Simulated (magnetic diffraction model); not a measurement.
# Which magnetic order? K6FeTeSe3

Space group P6_3mc (no. 186), a = 10.3240 Å, c = 8.0330 Å.

| site | atom | x | y | z |
| --- | --- | --- | --- | --- |
| 2b | Te | 1/3 | 2/3 | 0.5625 |
| 6c | Se | 0.1976 | 0.3953 | 0.1594 |
| 2b | Fe | 1/3 | 2/3 | 0.2476 |
| 6c | K | 0.5282 | 0.0563 | 0.3722 |
| 6c | K | 0.1460 | 0.2920 | 0.5479 |

The compound is invented for this exercise: a known structure type with other elements, its cell scaled to their sizes and not relaxed.

Only Fe is taken to order (form factors of Fe2+); orders and moment sizes are assumed, and not adapted to the symmetry. Radiation: neutrons of λ = 1.594 Å, 8° to 35°; isotropic B of 0.4 Å² (Te), 0.48 Å² (Se), 0.53 Å² (Fe) and 0.55 Å² (K). The intensities are simulated: I ∝ L Σ (|F_N|² + |F_M⊥|²) for unpolarised neutrons, with F_M = 2.695 fm/μB × Σ f(s) S exp(2πi Q·r) exp(−B s²) at Q = H ± k (one set where k and −k are equivalent), only the part normal to Q counting and L = 1/(sin²θ cos θ). For collinear order S is the moment m, which repeats by lattice and centring translations R with the sign exp(−2πi k·R). Form factors are spin-only for 3d ions and dipole or tabulated for f ions, scattering lengths are Sears's of 1992, and absorption is left out. A label names one of the reflections at its angle. The strongest nuclear line in the range is 100, and lines under 0.2 are left out.

Above the ordering temperature:

```tsv
2θ (°)	index	I
10.23	(1 0 0)	60.1
15.33	(1 0 1)	100.0
17.76	(1 1 0)	4.2
20.54	(2 0 0)	34.2
22.89	(0 0 2)	24.7
23.55	(2 0 1)	17.8
25.13	(1 0 2)	11.0
29.12	(1 1 2)	5.8
29.65	(2 1 1)	77.2
30.94	(2 0 2)	99.0
31.02	(3 0 0)	1.1
33.15	(3 0 1)	70.4
```

Below it (cell unchanged):

```
2θ (°)      I
 10.23   60.1
 11.71   35.4
 15.33  100.0
 17.12    2.3
 17.76    4.2
 18.67   12.6
 19.98   10.0
 20.54   34.2
 21.33    9.1
 22.89   24.7
 23.55   17.8
 24.77    6.0
 25.13   11.0
 26.86    4.8
 27.89    9.0
 28.72    0.6
 29.12    5.8
 29.65   77.2
 30.56    3.2
 30.94   99.0
 31.02    1.1
 31.57    3.2
 32.39    5.7
 33.15   70.4
 33.98    2.4
```

**Question.** Find the propagation vector, then choose among these models:
A. collinear moments along [101], 3.75 μB on Fe; signs + at (1/3, 2/3, 0.2476), + at (2/3, 1/3, 0.7476)
B. collinear moments along [120], 3.75 μB on Fe; signs + at (1/3, 2/3, 0.2476), − at (2/3, 1/3, 0.7476)
C. collinear moments along [101], 3.75 μB on Fe; signs + at (1/3, 2/3, 0.2476), − at (2/3, 1/3, 0.7476)
D. collinear moments along [120], 3.75 μB on Fe; signs + at (1/3, 2/3, 0.2476), + at (2/3, 1/3, 0.7476)

The new lines index as (1 0 1/2) at 11.71°, (0 0 3/2) at 17.12°, (1 1 1/2) at 18.67° and (1 0 3/2) at 19.98°, that is as H ± k with k = (0 0 1/2). Half indices mean that the moments reverse under translations with k·R a half-integer, and the magnetic cell has twice the primitive volume. Below the range, at 5.69°, lies the magnetic line (0 0 1/2) with 25.

Magnetic intensity, observed (below minus above) and for each model:

| 2θ (°) | index | observed | A | B | C | D |
| --- | --- | --- | --- | --- | --- | --- |
| 11.71 | (1 0 1/2) | 35.4 | 35.4 | 32.5 | 35.4 | 32.5 |
| 17.12 | (0 0 3/2) | 2.3 | 2.3 | 3.8 | 2.3 | 3.8 |
| 18.67 | (1 1 1/2) | 12.6 | 12.6 | 10.1 | 12.6 | 10.1 |
| 19.98 | (1 0 3/2) | 10.0 | 10.0 | 13.6 | 10.0 | 13.6 |
| 21.33 | (2 0 1/2) | 9.1 | 9.1 | 7.1 | 9.1 | 7.1 |
| 27.89 | (2 1 1/2) | 9.0 | 9.0 | 6.8 | 9.0 | 6.8 |
| 30.56 | (1 0 5/2) | 3.2 | 3.2 | 4.8 | 3.2 | 4.8 |
| 33.98 | (1 1 5/2) | 2.4 | 2.4 | 3.2 | 2.4 | 3.2 |

Models A and C match alike on every line, so these data can't choose among them (such ties are often domains of one structure).

The structure used: k = (0 0 1/2), collinear moments along [101], 3.75 μB on Fe; signs + at (1/3, 2/3, 0.2476), + at (2/3, 1/3, 0.7476).

[Logs are printed without paths, hosts, clocks, repeated set-up lines and the standing remarks that a program may print on its own settings, such as how far it seeks lower states.]
